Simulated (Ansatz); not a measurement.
## Cl-CC-Cl chair monolayer in a perpendicular field: single point, field 0

Ansatz 0.2.0; plane-wave DFT, PBE-D3(BJ), Ansatz PAW.

A sawtooth potential applies the field, turning back in the middle of the vacuum. With the dipole correction the typed value is the field outside the slab. The induced dipole is small, so the SCF threshold is tight.

Contents of input.yaml:

```yaml
crystal:
  lattice:
    - [2.8952697847, 0.0, 0.0]
    - [-1.4476348924, 2.5073771844, 0.0]
    - [0.0, 0.0, 22.0064293506]
  atoms:
    - { symbol: Cl, position: [0.6666666667, 0.3333333333, 0.40897139] }
    - { symbol: C, position: [0.6666666667, 0.3333333333, 0.4885059861] }
    - { symbol: C, position: [0.3333333333, 0.6666666667, 0.5114940139] }
    - { symbol: Cl, position: [0.3333333333, 0.6666666667, 0.59102861] }
kpoints:
  mp_grid: { grid: [24, 24, 1] }
  band_path:
    path: [[0, 0, 0], [0.5, 0, 0], [0.33333333, 0.33333333, 0], [0, 0, 0]]
    npoints: 16
hamiltonian:
  xc: pbe
  dispersion: d3bj
scf:
  occupations: { method: fermi_dirac, width: 0.02585 }
  convergence: { dr2_threshold: 1.0e-10 }
efield:
  axis: 3
  dipole_correction: true
  ramp_position: 0.97
  ramp_width: 0.06
  amplitude: 0
output:
  dos: { projected: true, e_range: [-6, 5] }
  write_potential: true
  write_density: true
  volumetric_format: npy
  elf: true
```

Run with:

```bash
ansatz run input.yaml --threads 2 --pin off --max-ram 3072MiB --backend cpu --events-out ev --progress --plain --runs-dir out
```

Q: Predict the electron's electrostatic potential energy less the Fermi level against z.

The 22 valence electrons fill 11 bands exactly, which allows a gap.

ELF in the ca plane at fractional y = 0.333, with atoms of Cl and C within 0.2 Å of it. It is the smooth field of the valence electrons, not physical close to the nuclei.

Valence density in the ca plane at fractional y = 0.333, with atoms of Cl and C within 0.2 Å of it.

This step gave:

* gap on the k-mesh: 1.509 eV
* dipole along the normal: 4.48e-7 e·Å
* gap along the path: 1.509 eV
* smallest direct gap along the path: 1.509 eV
* ionisation energy, upper face: 3.854 eV
* electron affinity, upper face: 2.346 eV
* gap, the smaller of path and mesh: 1.509 eV

Running mean over a fixed 2.8 Å (it still follows the layers) of the planar mean; the ramp of the sawtooth is left out. Table of electron's electrostatic potential energy less the Fermi level by z:

z (Å), electron's electrostatic potential energy less the Fermi level (eV) and a bar from the least value:
```
     2.93       3.08 ##############################
     3.37       3.08 ##############################
     3.81       3.08 ##############################
     4.25       3.08 ##############################
     4.69       3.08 ##############################
     5.13       3.08 ##############################
     5.57       3.08 ##############################
     6.02       3.07 ##############################
     6.46       3.00 ##############################
     6.90       2.64 #############################
     7.34       1.20 ##########################
     7.78      -1.08 ####################
     8.22      -2.94 ################
     8.66      -3.81 ##############
     9.10      -5.12 ###########
     9.54      -7.70 #####
     9.98      -9.80 
    10.42      -9.50 #
    10.86      -8.17 ####
    11.15      -8.17 ####
    11.59      -9.50 #
    12.03      -9.80 
    12.47      -7.70 #####
    12.91      -5.12 ###########
    13.35      -3.81 ##############
    13.79      -2.94 ################
    14.23      -1.08 ####################
    14.67       1.20 ##########################
    15.11       2.64 #############################
    15.55       3.00 ##############################
    15.99       3.07 ##############################
    16.43       3.08 ##############################
    16.87       3.08 ##############################
    17.31       3.08 ##############################
    17.75       3.08 ##############################
    18.19       3.08 ##############################
    18.63       3.08 ##############################
    19.07       3.08 ##############################
```

The density of states has structure finer than the step of the table below, so its rows give means over 0.25 eV, whole bins alone (the curve runs from -6 to 2.66 eV). Peaks (eV: height): -5.390: 3.18, -3.190: 2.40, -2.090: 2.61, 1.720: 2.09, 2.300: 2.75, 2.440: 2.96, 2.490: 2.31.

Table of density of states by energy, zero at the Fermi level of the run, which the smearing sets inside the gap; means over each step:

| energy (eV) | density of states (states/eV a cell) |
| --- | --- |
| -5.75 | 2.16 |
| -5.50 | 2.30 |
| -5.25 | 1.86 |
| -5.00 | 1.35 |
| -4.75 | 1.26 |
| -4.50 | 1.26 |
| -4.25 | 1.26 |
| -4.00 | 1.29 |
| -3.75 | 1.37 |
| -3.50 | 1.52 |
| -3.25 | 1.99 |
| -3.00 | 1.76 |
| -2.75 | 1.60 |
| -2.50 | 1.59 |
| -2.25 | 1.76 |
| -2.00 | 1.55 |
| -1.75 | 0.886 |
| -1.50 | 0.725 |
| -1.25 | 0.633 |
| -1.00 | 0.576 |
| -0.75 | 0.226 |
| -0.50 | 0 |
| -0.25 | 0 |
| 0.00 | 0 |
| 0.25 | 0 |
| 0.50 | 0 |
| 0.75 | 0.104 |
| 1.00 | 0.966 |
| 1.25 | 1.43 |
| 1.50 | 1.53 |
| 1.75 | 1.71 |
| 2.00 | 1.44 |
| 2.25 | 2.05 |
| 2.50 | 2.14 |

Projected DOS per atom over height of the atomic layer and energy from the Fermi level. Layers: Cl C C Cl from below.

Ten even steps from '_' (0.00 states/eV) to '@' (0.86 states/eV), each cell a mean:
```
--****--
::++++::
..****..
..++++..
__....__
________
________
________
________
::____::
--____--
++____++
@@....@@
%%____%%
@@____@@
%%____%%
##____##
**____**
**____**
**....**
@@----@@
@@----@@
```
Columns: height of the atomic layer (Å) from 9 to 13.0 (not evenly spaced); rows upwards: energy from the Fermi level (eV) from -5.96 to 2.59.

Electronic bands along the path, in eV, zero at the Fermi level of the run, which the smearing sets inside the gap:

| point | band 8 | band 9 | band 10 | band 11 | band 12 | band 13 | band 14 | band 15 |
| --- | --- | --- | --- | --- | --- | --- | --- | --- |
| Γ | -2.03 | -2.03 | -0.77 | -0.77 | 0.74 | 1.03 | 2.16 | 2.98 |
| halfway | -4.55 | -3.86 | -2.60 | -1.48 | 1.36 | 1.85 | 2.84 | 4.53 |
| M | -6.21 | -6.07 | -3.17 | -2.07 | 0.97 | 2.86 | 3.02 | 5.14 |
| halfway | -6.14 | -5.91 | -4.24 | -3.32 | 2.72 | 3.07 | 3.37 | 4.93 |
| K | -6.27 | -5.17 | -5.17 | -4.89 | 3.29 | 3.29 | 4.40 | 5.67 |
| halfway | -4.55 | -4.53 | -3.03 | -2.26 | 2.12 | 2.48 | 2.94 | 4.12 |
| Γ | -2.03 | -2.03 | -0.77 | -0.77 | 0.74 | 1.03 | 2.16 | 2.98 |

Electrostatic potential energy in the ca plane at fractional y = 0.333, with atoms of Cl and C within 0.2 Å of it. With pseudopotentials it is smooth inside the atoms' cores, unlike the true potential.

Ten even steps from '0' (-47 eV) to '9' (4 eV), each cell a mean:
```
99999999999999999974468766899999999999999999
99999999999999999720026300589999999999999999
99999999999999999710015100489999999999999999
99999999999999999830036411689999999999999999
99999999999999999975578867899999999999999999
99999999999999999999999988889878899999999999
99999999999999999999999998889877899999999999
99999999999999999999899988889888999999999999
```
Columns run along c (16.0 Å, from fractional 0.09 to 0.81 of the cell; values clipped at the 3rd and 97th percentile), rows up along a (2.9 Å). Atoms in or near the plane, at fractional coordinates: Cl at (0.41, 0.67), C at (0.49, 0.67).

Values, 5 rows by 16 columns, each cell a mean:
```
0.00 0.00 0.00 0.00 0.00 0.11 0.75 0.80 0.59 0.64 0.18 0.40 0.09 0.00 0.00 0.00
0.00 0.00 0.00 0.00 0.00 0.14 0.70 0.49 0.58 0.38 0.06 0.05 0.01 0.00 0.00 0.00
0.00 0.00 0.00 0.00 0.00 0.11 0.75 0.80 0.59 0.64 0.17 0.39 0.09 0.00 0.00 0.00
0.00 0.00 0.00 0.00 0.00 0.02 0.30 0.42 0.23 0.56 0.47 0.85 0.34 0.01 0.00 0.00
0.00 0.00 0.00 0.00 0.00 0.02 0.30 0.42 0.23 0.56 0.47 0.85 0.34 0.01 0.00 0.00
```
Columns run along c (16.0 Å, from fractional 0.09 to 0.81 of the cell), rows up along a (2.9 Å). Atoms in or near the plane, at fractional coordinates: Cl at (0.41, 0.67), C at (0.49, 0.67).

Ten even steps from '0' (0.0 e/Å³) to '9' (1.6 e/Å³), each cell a mean:
```
00000000000000000148853355310112100000000000
00000000000000000388896799410000000000000000
00000000000000000383398999510000000000000000
00000000000000000289986688410011000000000000
00000000000000000147742245311122100000000000
00000000000000000012211123211244210000000000
00000000000000000001100012211355310000000000
00000000000000000012211123211244200000000000
```
Columns run along c (16.0 Å, from fractional 0.09 to 0.81 of the cell), rows up along a (2.9 Å). Atoms in or near the plane, at fractional coordinates: Cl at (0.41, 0.67), C at (0.49, 0.67).

[Logs are printed without paths, hosts, clocks, repeated set-up lines and the standing remarks that a program may print on its own settings, such as how far it seeks lower states.]

[Hosts, paths, dates, database ids (printed as entryN), source tags and the programs' standing remarks are cut or masked in the printed files.]

[Maps of the electrostatic potential energy from Ansatz leave out the sawtooth potential of an applied field or a dipole correction, so their vacuum need not be flat; planar profiles and work functions include it.]
